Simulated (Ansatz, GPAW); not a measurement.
# A 4-layer slab of W(100): work function by functional and basis

Aim: the work function of both faces of a 4-layer slab of W(100), and its spread over functionals and bases.

Method: GPAW, PAW setups; slab in vacuum, in the first sound run; inputs show where later runs differ, in GPAW 26.7.0 and Ansatz 0.2.0.

## Step 1: Set-up

The cell holds 4 atoms: 4 W. Its edges and angles: a = 3.160 Å, b = 3.160 Å, c = 18.740 Å, α = 90.0°, β = 90.0°, γ = 90.0°. Vacuum lies along c.

## Step 2: Relaxing the atoms

The atoms are relaxed first, since the surface dipole, and with it the work function, follows the positions of the outer layers. The lowest 2 atoms are held at bulk positions and keep their forces.

Input file run.py:

```python
import json
import numpy as np
from ase import Atoms
from ase.constraints import FixAtoms
from ase.optimize import BFGS
from gpaw import GPAW, PW

slab = Atoms(
    ['W', 'W', 'W', 'W'],
    positions=[
        [1.58000, 1.58000, 7.00000],
        [0.00000, 0.00000, 8.58000],
        [1.58000, 1.58000, 10.16000],
        [0.00000, 0.00000, 11.74000]],
    cell=[[3.16, 0.0, 0.0], [0.0, 3.16, 0.0], [0.0, 0.0, 18.74]],
    pbc=[True, True, False])

slab.calc = GPAW(mode=PW(400), xc='PBE', kpts={'size': (10, 10, 1), 'gamma': True},
                 occupations={'name': 'fermi-dirac', 'width': 0.1}, nbands='160%',
                 convergence={'density': 0.0001}, maxiter=200,
                 poissonsolver={'dipolelayer': 'xy'},
                 symmetry={'tolerance': 1e-3, 'extra_ids': [1, 1, 0, 0]}, txt='slab.txt')
result = {}
slab.set_constraint(FixAtoms([0, 1]))
path = []
opt = BFGS(slab, maxstep=0.2)
opt.attach(lambda: path.append((slab.get_potential_energy(), slab.positions.tolist(), slab.get_forces().tolist())))
result['relaxed'] = bool(opt.run(fmax=0.05, steps=30))
result['path'] = path
energy = slab.get_potential_energy()
fermi = slab.calc.get_fermi_level()
v = slab.calc.get_electrostatic_potential().mean((0, 1)) - fermi
n = slab.calc.get_pseudo_density().mean((0, 1))
L = slab.cell[2, 2]
z = np.arange(len(v)) * L / len(v)
low, high = slab.positions[:, 2].min(), slab.positions[:, 2].max()
below, above = np.interp([low - 4.8, high + 4.8], z, v)
slopes = [np.interp(x, z, np.gradient(v, z)) for x in (low - 4.8, high + 4.8)]
eps = np.array([[slab.calc.get_eigenvalues(k, s) for k in range(len(slab.calc.get_ibz_k_points()))]
                for s in range(slab.calc.get_number_of_spins())]) - fermi
top, bottom = eps[eps < 0].max(), eps[eps > 0].min()
dipole = slab.get_dipole_moment()[2]
print(f'energy {energy:.4f} eV, Fermi level {fermi:.4f} eV, dipole {dipole:.5f} e A')
print(f'potential 4.8 A off the faces, from the Fermi level: lower {below:.4f} eV, upper {above:.4f} eV')
print(f'slope of the potential there: lower {slopes[0]:.5f}, upper {slopes[1]:.5f} eV/A')
print(f'nearest levels on the mesh: {top:.4f} and {bottom:.4f} eV')
print('magnetic moment', round(slab.get_magnetic_moment(), 3))
result.update(energy=energy, fermi=fermi, dipole=dipole, below=below, above=above, slopes=slopes, edges=[top, bottom],
              z=z.tolist(), v=v.tolist(), n=n.tolist(), positions=slab.positions.tolist(),
              forces=slab.get_forces(apply_constraint=False).tolist(), moments=slab.get_magnetic_moments().tolist())
json.dump(result, open('result.json', 'w'))
```

The run is started by

```
OMP_NUM_THREADS=1 OPENBLAS_NUM_THREADS=1 python run.py
```

The program printed:

```text
Step          Energy          fmax
BFGS:    0      -40.991402        1.985043
BFGS:    1      -41.066934        1.527489
BFGS:    2      -41.136963        0.795599
BFGS:    3      -41.155925        0.100255
BFGS:    4      -41.156209        0.026081
energy -41.0703 eV, Fermi level 2.2512 eV, dipole 0.00249 e A
potential 4.8 A off the faces, from the Fermi level: lower 4.1823 eV, upper 4.0996 eV
slope of the potential there: lower -0.00191, upper 0.00189 eV/A
nearest levels on the mesh: -0.0373 and 0.0121 eV
magnetic moment 0.0
```

Elapsed: 6.1 min, on 1 thread of Arm Neoverse V1, shared host; peak memory 0.22 GiB.

The steps of the relaxation:

| step | energy less that of the first step (eV) | largest force (eV/Å) |
| --- | --- | --- |
| 1 | 0.0000 | 1.9850 |
| 2 | -0.0792 | 1.5275 |
| 3 | -0.1576 | 0.7956 |
| 4 | -0.1749 | 0.1003 |
| 5 | -0.1754 | 0.0261 |

The atoms that moved most (Å):

| atom | dx | dy | dz | length |
| --- | --- | --- | --- | --- |
| W3 | 0.000 | 0.000 | 0.098 | 0.098 |
| W4 | 0.000 | 0.000 | -0.073 | 0.073 |

The relaxed structure:

```
W
1.0
     3.16000    0.00000    0.00000
     0.00000    3.16000    0.00000
     0.00000    0.00000   18.74000
W
4
Direct
  0.50000 0.50000 0.37353
  0.00000 0.00000 0.45784
  0.50000 0.50000 0.54741
  0.00000 0.00000 0.62257
```

This step gave:

```
dipole along the normal                    : 0.002487 e·Å
levels nearest the Fermi level on the mesh : -0.03729, 0.01211 eV from the Fermi level
upper work function                        : 4.100 eV
lower work function                        : 4.182 eV
```

The electrostatic potential energy of an electron (without an applied field's), less the Fermi level, planar mean oscillates, so the rows of the table below give means over windows of 0.5 Å about each position, cut where the curve ends. Its maxima inside the range that stand out by 2 % of the span (Å: eV): 7.81: -8.34, 9.37: -7.58, 10.93: -11.7. Its minima: 6.98: -19.8, 8.54: -20.3, 10.31: -20.6, 11.66: -20.2.

The electrostatic potential energy of an electron (without an applied field's), less the Fermi level, planar mean by z; means over each step:

| z (Å) | electrostatic potential energy of an electron (without an applied field's), less the Fermi level, planar mean (eV) |
| --- | --- |
| 0.0 | 4.16 |
| 0.5 | 4.18 |
| 1.0 | 4.18 |
| 1.5 | 4.18 |
| 2.0 | 4.18 |
| 2.5 | 4.18 |
| 3.0 | 4.18 |
| 3.5 | 4.16 |
| 4.0 | 4.12 |
| 4.5 | 4.00 |
| 5.0 | 3.63 |
| 5.5 | 2.53 |
| 6.0 | -0.760 |
| 6.5 | -9.92 |
| 7.0 | -18.6 |
| 7.5 | -12.0 |
| 8.0 | -10.8 |
| 8.5 | -18.9 |
| 9.0 | -13.5 |
| 9.5 | -8.59 |
| 10.0 | -16.7 |
| 10.5 | -17.8 |
| 11.0 | -12.6 |
| 11.5 | -18.5 |
| 12.0 | -14.0 |
| 12.5 | -2.97 |
| 13.0 | 1.78 |
| 13.5 | 3.33 |
| 14.0 | 3.84 |
| 14.5 | 4.02 |
| 15.0 | 4.07 |
| 15.5 | 4.09 |
| 16.0 | 4.10 |
| 16.5 | 4.10 |
| 17.0 | 4.10 |
| 17.5 | 4.10 |
| 18.0 | 4.10 |
| 18.5 | 4.11 |

Pseudo valence density, planar mean against z:

z (Å), pseudo valence density, planar mean (e/Å³) and a bar:
```
     0.00       0.00 
     0.42       0.00 
     1.04       0.00 
     1.46       0.00 
     2.08       0.00 
     2.50       0.00 
     2.92       0.00 
     3.54       0.00 
     3.96       0.00 
     4.58       0.01 
     5.00       0.01 
     5.41       0.03 #
     6.04       0.15 ###
     6.45       0.48 ###########
     7.08       1.32 #############################
     7.50       0.68 ###############
     7.91       0.56 ############
     8.54       1.35 ##############################
     8.95       0.84 ###################
     9.58       0.50 ###########
     9.99       1.06 ########################
    10.62       0.94 #####################
    11.04       0.66 ###############
    11.45       1.17 ##########################
    12.08       0.72 ################
    12.49       0.22 #####
    13.12       0.04 #
    13.53       0.02 
    13.95       0.01 
    14.58       0.00 
    14.99       0.00 
    15.62       0.00 
    16.03       0.00 
    16.45       0.00 
    17.07       0.00 
    17.49       0.00 
    18.12       0.00 
    18.53       0.00
```

The relaxation lowered the energy of the cell by 0.175 eV (energies extrapolated to zero smearing; the optimiser's log prints free energies). The largest force left on a free atom is 0.026 eV/Å.

## Step 3: Plane waves, PBE

The work function is the vacuum plateau of the electrostatic potential less the Fermi level; a dipole layer lets the two faces have plateaus of their own.

Changes to run.py since step 2:

```diff
@@ -3,4 +3,2 @@
 from ase import Atoms
-from ase.constraints import FixAtoms
-from ase.optimize import BFGS
 from gpaw import GPAW, PW
@@ -12,4 +10,4 @@
         [0.00000, 0.00000, 8.58000],
-        [1.58000, 1.58000, 10.16000],
-        [0.00000, 0.00000, 11.74000]],
+        [1.58000, 1.58000, 10.25842],
+        [-0.00000, -0.00000, 11.66702]],
     cell=[[3.16, 0.0, 0.0], [0.0, 3.16, 0.0], [0.0, 0.0, 18.74]],
@@ -19,12 +17,6 @@
                  occupations={'name': 'fermi-dirac', 'width': 0.1}, nbands='160%',
-                 convergence={'density': 0.0001}, maxiter=200,
+                 convergence={'density': 1e-05}, maxiter=200,
                  poissonsolver={'dipolelayer': 'xy'},
-                 symmetry={'tolerance': 1e-3, 'extra_ids': [1, 1, 0, 0]}, txt='slab.txt')
+                 symmetry={'tolerance': 1e-3}, txt='slab.txt')
 result = {}
-slab.set_constraint(FixAtoms([0, 1]))
-path = []
-opt = BFGS(slab, maxstep=0.2)
-opt.attach(lambda: path.append((slab.get_potential_energy(), slab.positions.tolist(), slab.get_forces().tolist())))
-result['relaxed'] = bool(opt.run(fmax=0.05, steps=30))
-result['path'] = path
 energy = slab.get_potential_energy()
```

The program printed:

```text
energy -41.0703 eV, Fermi level 2.2512 eV, dipole 0.00460 e A
potential 4.8 A off the faces, from the Fermi level: lower 4.1824 eV, upper 4.1000 eV
slope of the potential there: lower -0.00237, upper 0.00237 eV/A
nearest levels on the mesh: -0.0374 and 0.0122 eV
magnetic moment 0.0
```

Run time: 84 s. Hardware: 1 thread; peak memory 0.22 GiB.

This step gave:

```
dipole along the normal                    : 0.004595 e·Å
levels nearest the Fermi level on the mesh : -0.03743, 0.01223 eV from the Fermi level
```

The electrostatic potential energy of an electron (without an applied field's), less the Fermi level, planar mean oscillates, so the rows of the table below give means over windows of 0.5 Å about each position, cut where the curve ends. Its maxima inside the range that stand out by 2 % of the span (Å: eV): 7.81: -8.34, 9.37: -7.58, 10.93: -11.7. Its minima: 6.98: -19.8, 8.54: -20.3, 10.31: -20.6, 11.66: -20.2.

Electrostatic potential energy of an electron (without an applied field's), less the Fermi level, planar mean against z; means over each step:

| z (Å) | electrostatic potential energy of an electron (without an applied field's), less the Fermi level, planar mean (eV) |
| --- | --- |
| 0.0 | 4.16 |
| 0.5 | 4.18 |
| 1.0 | 4.18 |
| 1.5 | 4.18 |
| 2.0 | 4.18 |
| 2.5 | 4.18 |
| 3.0 | 4.18 |
| 3.5 | 4.16 |
| 4.0 | 4.12 |
| 4.5 | 4.00 |
| 5.0 | 3.63 |
| 5.5 | 2.52 |
| 6.0 | -0.760 |
| 6.5 | -9.92 |
| 7.0 | -18.6 |
| 7.5 | -12.0 |
| 8.0 | -10.8 |
| 8.5 | -18.9 |
| 9.0 | -13.5 |
| 9.5 | -8.58 |
| 10.0 | -16.7 |
| 10.5 | -17.8 |
| 11.0 | -12.6 |
| 11.5 | -18.5 |
| 12.0 | -14.0 |
| 12.5 | -2.97 |
| 13.0 | 1.78 |
| 13.5 | 3.32 |
| 14.0 | 3.84 |
| 14.5 | 4.01 |
| 15.0 | 4.07 |
| 15.5 | 4.09 |
| 16.0 | 4.10 |
| 16.5 | 4.10 |
| 17.0 | 4.10 |
| 17.5 | 4.10 |
| 18.0 | 4.10 |
| 18.5 | 4.11 |

The pseudo valence density, planar mean oscillates, so the rows of the table below give means over windows of 1.46 Å about each position, cut where the curve ends. Its maxima inside the range that stand out by 2 % of the span (Å: e/Å³): 7.1: 1.32, 8.5: 1.35, 10.2: 1.36, 11.7: 1.37. Its minima: 7.7: 0.543, 9.4: 0.459, 11.0: 0.662.

Table of pseudo valence density, planar mean by z; means over each step:

| z (Å) | pseudo valence density, planar mean (e/Å³) |
| --- | --- |
| 2.19 | 4.3e-5 |
| 3.65 | 0.00110 |
| 5.11 | 0.0269 |
| 6.57 | 0.700 |
| 8.03 | 0.867 |
| 9.49 | 0.775 |
| 10.95 | 0.991 |
| 12.41 | 0.466 |
| 13.87 | 0.0131 |
| 15.33 | 5.4e-4 |
| 16.79 | 2.2e-5 |

Force by atom:

| atom | x (eV/Å) | y (eV/Å) | z (eV/Å) | size |
| --- | --- | --- | --- | --- |
| W1 | 0.00 | 0.00 | 1.77 | 1.77 |
| W2 | 0.00 | 0.00 | -1.73 | 1.73 |
| W3 | 0.00 | 0.00 | -0.02 | 0.02 |
| W4 | 0.00 | 0.00 | -0.03 | 0.03 |

The potential is flat to 0.002 eV/Å where it is read, so the vacuum is wide enough.

## Step 4: Self-consistent run: xc = "LDA"

The same geometry under LDA, to see how far the functional moves the levels against the vacuum.

Changes to run.py since step 3:

```diff
@@ -15,3 +15,3 @@
 
-slab.calc = GPAW(mode=PW(400), xc='PBE', kpts={'size': (10, 10, 1), 'gamma': True},
+slab.calc = GPAW(mode=PW(400), xc='LDA', kpts={'size': (10, 10, 1), 'gamma': True},
                  occupations={'name': 'fermi-dirac', 'width': 0.1}, nbands='160%',
```

The program printed:

```text
energy -45.2797 eV, Fermi level 1.9377 eV, dipole 0.00405 e A
potential 4.8 A off the faces, from the Fermi level: lower 4.4670 eV, upper 4.3946 eV
slope of the potential there: lower -0.00194, upper 0.00191 eV/A
nearest levels on the mesh: -0.0374 and 0.0096 eV
magnetic moment 0.0
```

The job ended after 83 s (1 thread; peak memory 0.22 GiB).

Numbers from this step:

```yaml
dipole_along_the_normal: 0.004046 e·Å
levels_nearest_the_fermi_level_on_the_mesh: -0.03744, 0.009609 eV from the Fermi level
upper_work_function: 4.395 eV
lower_work_function: 4.467 eV
```

The electrostatic potential energy of an electron (without an applied field's), less the Fermi level, planar mean oscillates, so the rows of the table below give means over windows of 1 Å about each position, cut where the curve ends. Its maxima inside the range that stand out by 2 % of the span (Å: eV): 7.8: -7.96, 9.4: -7.20, 10.9: -11.3. Its minima: 7.0: -19.5, 8.5: -19.9, 10.3: -20.3, 11.7: -19.9.

Electrostatic potential energy of an electron (without an applied field's), less the Fermi level, planar mean against z; means over each step:

| z (Å) | electrostatic potential energy of an electron (without an applied field's), less the Fermi level, planar mean (eV) |
| --- | --- |
| 0 | 4.45 |
| 1 | 4.47 |
| 2 | 4.47 |
| 3 | 4.46 |
| 4 | 4.40 |
| 5 | 3.84 |
| 6 | -1.25 |
| 7 | -15.8 |
| 8 | -11.9 |
| 9 | -13.3 |
| 10 | -15.3 |
| 11 | -14.2 |
| 12 | -12.9 |
| 13 | 1.74 |
| 14 | 4.11 |
| 15 | 4.37 |
| 16 | 4.39 |
| 17 | 4.40 |
| 18 | 4.40 |

The pseudo valence density, planar mean oscillates, so the rows of the table below give means over windows of 1.46 Å about each position, cut where the curve ends. Its maxima inside the range that stand out by 2 % of the span (Å: e/Å³): 7.1: 1.31, 8.5: 1.35, 10.2: 1.36, 11.7: 1.37. Its minima: 7.7: 0.545, 9.4: 0.461, 11.0: 0.665.

Pseudo valence density, planar mean against z; means over each step:

| z (Å) | pseudo valence density, planar mean (e/Å³) |
| --- | --- |
| 2.19 | 3.8e-5 |
| 3.65 | 0.00107 |
| 5.11 | 0.0268 |
| 6.57 | 0.700 |
| 8.03 | 0.868 |
| 9.49 | 0.775 |
| 10.95 | 0.991 |
| 12.41 | 0.466 |
| 13.87 | 0.0131 |
| 15.33 | 5.2e-4 |
| 16.79 | 1.8e-5 |

Force by atom:

| atom | x (eV/Å) | y (eV/Å) | z (eV/Å) | size |
| --- | --- | --- | --- | --- |
| W1 | 0.00 | 0.00 | 2.64 | 2.64 |
| W2 | 0.00 | 0.00 | -1.72 | 1.72 |
| W3 | 0.00 | 0.00 | 0.15 | 0.15 |
| W4 | 0.00 | 0.00 | -1.06 | 1.06 |

The upper face's work function is 4.395 eV, against 4.100 eV in the first plane-wave PBE run at this geometry.

## Step 5: OptPBE vdW: xc = "optPBE-vdW"

The same geometry under optPBE-vdW, to see how far the functional moves the levels against the vacuum (the van der Waals functionals take revPBE setups).

Changes to run.py since step 4:

```diff
@@ -15,3 +15,3 @@
 
-slab.calc = GPAW(mode=PW(400), xc='LDA', kpts={'size': (10, 10, 1), 'gamma': True},
+slab.calc = GPAW(mode=PW(400), xc='optPBE-vdW', kpts={'size': (10, 10, 1), 'gamma': True},
                  occupations={'name': 'fermi-dirac', 'width': 0.1}, nbands='160%',
```

The program printed:

```text
energy -107.8499 eV, Fermi level 2.1298 eV, dipole 0.00368 e A
potential 4.8 A off the faces, from the Fermi level: lower 4.3864 eV, upper 4.3204 eV
slope of the potential there: lower -0.00408, upper 0.00412 eV/A
nearest levels on the mesh: -0.0314 and 0.0106 eV
magnetic moment 0.0
```

The job ended after 94 s (1 thread; peak memory 0.33 GiB).

Numbers from this step:

| Property | Result |
| --- | --- |
| dipole along the normal | 0.003684 e·Å |
| levels nearest the Fermi level on the mesh | -0.03139, 0.01055 eV from the Fermi level |
| upper work function | 4.320 eV |
| lower work function | 4.386 eV |

The electrostatic potential energy of an electron (without an applied field's), less the Fermi level, planar mean oscillates, so the rows of the table below give means over windows of 1 Å about each position, cut where the curve ends. Its maxima inside the range that stand out by 2 % of the span (Å: eV): 7.8: -8.34, 9.4: -7.60, 10.9: -11.7. Its minima: 7.0: -19.8, 8.5: -20.3, 10.3: -20.6, 11.7: -20.2.

Electrostatic potential energy of an electron (without an applied field's), less the Fermi level, planar mean against z; means over each step:

| z (Å) | electrostatic potential energy of an electron (without an applied field's), less the Fermi level, planar mean (eV) |
| --- | --- |
| 0 | 4.38 |
| 1 | 4.39 |
| 2 | 4.39 |
| 3 | 4.38 |
| 4 | 4.29 |
| 5 | 3.67 |
| 6 | -1.51 |
| 7 | -16.1 |
| 8 | -12.3 |
| 9 | -13.7 |
| 10 | -15.6 |
| 11 | -14.5 |
| 12 | -13.2 |
| 13 | 1.50 |
| 14 | 3.97 |
| 15 | 4.28 |
| 16 | 4.32 |
| 17 | 4.32 |
| 18 | 4.32 |

The upper face's work function is 4.320 eV, against 4.100 eV in the first plane-wave PBE run at this geometry.

## Step 6: Self-consistent run: xc = "vdW-DF2"

The same geometry under vdW-DF2, to see how far the functional moves the levels against the vacuum (the van der Waals functionals take revPBE setups).

Changes to run.py since step 5:

```diff
@@ -15,3 +15,3 @@
 
-slab.calc = GPAW(mode=PW(400), xc='optPBE-vdW', kpts={'size': (10, 10, 1), 'gamma': True},
+slab.calc = GPAW(mode=PW(400), xc='vdW-DF2', kpts={'size': (10, 10, 1), 'gamma': True},
                  occupations={'name': 'fermi-dirac', 'width': 0.1}, nbands='160%',
```

The program printed:

```text
energy -636.1048 eV, Fermi level 2.1288 eV, dipole 0.00313 e A
potential 4.8 A off the faces, from the Fermi level: lower 4.5433 eV, upper 4.4873 eV
slope of the potential there: lower -0.00373, upper 0.00376 eV/A
nearest levels on the mesh: -0.0019 and 0.0324 eV
magnetic moment 0.0
```

It took 2 min on 1 thread; peak memory 0.33 GiB.

Numbers from this step:

```yaml
dipole_along_the_normal: 0.003134 e·Å
levels_nearest_the_fermi_level_on_the_mesh: -0.001889, 0.03240 eV from the Fermi level
upper_work_function: 4.487 eV
lower_work_function: 4.543 eV
```

The upper face's work function is 4.487 eV, against 4.100 eV in the first plane-wave PBE run at this geometry.

## Step 7: Real-space grid: mode = "fd"

A real-space grid is a second complete basis, so it checks the plane-wave result.

Changes to run.py since step 6:

```diff
@@ -3,3 +3,3 @@
 from ase import Atoms
-from gpaw import GPAW, PW
+from gpaw import GPAW
 
@@ -15,3 +15,3 @@
 
-slab.calc = GPAW(mode=PW(400), xc='vdW-DF2', kpts={'size': (10, 10, 1), 'gamma': True},
+slab.calc = GPAW(mode='fd', h=0.18, xc='PBE', kpts={'size': (10, 10, 1), 'gamma': True},
                  occupations={'name': 'fermi-dirac', 'width': 0.1}, nbands='160%',
```

The program printed:

```text
energy -41.1645 eV, Fermi level -4.1412 eV, dipole 0.00453 e A
potential 4.8 A off the faces, from the Fermi level: lower 4.1814 eV, upper 4.0992 eV
slope of the potential there: lower -0.00217, upper 0.00222 eV/A
nearest levels on the mesh: -0.0376 and 0.0126 eV
magnetic moment 0.0
```

Run time: 5.7 min. Hardware: 1 thread; peak memory 0.77 GiB.

This step gave:

```
dipole along the normal                    : 0.004532 e·Å
levels nearest the Fermi level on the mesh : -0.03762, 0.01256 eV from the Fermi level
upper work function                        : 4.099 eV
lower work function                        : 4.181 eV
```

The upper face's work function is 4.099 eV, against 4.100 eV in the first plane-wave PBE run at this geometry.

[end of part 1 of 2]

[Logs are printed without paths, hosts, clocks, repeated set-up lines and the standing remarks that a program may print on its own settings, such as how far it seeks lower states.]

[Hosts, paths, dates, database ids (printed as entryN), source tags and the programs' standing remarks are cut or masked in the printed files.]
